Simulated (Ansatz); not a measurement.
# Zr3Ti5H8 (Ti on 62 % of the Zr sites, one arrangement): which shell does photoemission see at 21.2 and 60 eV? (PBEsol)

The valence band of Zr3Ti5H8 (Ti on 62 % of the Zr sites, one arrangement) mixes several shells. Work out by hand which one leads the spectrum's area at each photon energy.

Filled states come from the projected DOS of Ansatz 0.2.0 (PBEsol, plane waves); cross sections σ and asymmetry parameters β are those of free atoms in a Dirac–Hartree–Slater calculation. A shell's area is states × σ × angular factor, which is 1 + β·P₂(cos θ) for linear light, with θ = 10° from the polarisation and P₂ = 0.955.

**At 21.2 eV** (states counted from 11.2 eV below the zero; other shells add 1.3 to the products' sum of 173):

| shell | filled states a cell | cross section (Mb an electron) | β | angular factor | product | share by hand (%) | share in the simulated spectrum (%) |
| --- | --- | --- | --- | --- | --- | --- | --- |
| Ti 3d | 14.83 | 2.54 | 0.16 | 1.15 | 43.5 | 25 | 25 |
| Zr 4p | 0.00 | 0 | 0.00 | 1.00 | 0 | 0 | 0 |
| Zr 4d | 9.72 | 5.55 | 0.52 | 1.49 | 80.4 | 46 | 46 |
| H 1s | 8.79 | 1.88 | 2.00 | 2.91 | 48.1 | 28 | 28 |

**At 60 eV** (states counted from 28.9 eV below the zero; other shells add 0.61 to the products' sum of 44.4):

| shell | filled states a cell | cross section (Mb an electron) | β | angular factor | product | share by hand (%) | share in the simulated spectrum (%) |
| --- | --- | --- | --- | --- | --- | --- | --- |
| Ti 3d | 14.88 | 1.19 | 0.79 | 1.76 | 31.1 | 70 | 71 |
| Zr 4p | 17.57 | 0.21 | 1.23 | 2.17 | 8 | 18 | 17 |
| Zr 4d | 9.78 | 0.0814 | 1.97 | 2.88 | 2.3 | 5 | 5 |
| H 1s | 8.99 | 0.0919 | 2.00 | 2.91 | 2.4 | 5 | 5 |

Zr 4d leads at 21.2 eV and Ti 3d at 60 eV. Between the two energies σ of Zr 4d changes by a factor 0.015 and that of Ti 3d by 0.47, so their ratio moves 32-fold in favour of the second. The simulated spectrum uses the same rule on the energy-resolved DOS, so the two share columns agree within a few points.

Only crystals where the two columns agree within 4 points and the lead is clear are worked in this form. Free-atom cross sections ignore the solid's final states, no escape depth or background enters, and the count of states a shell hangs on the projection.
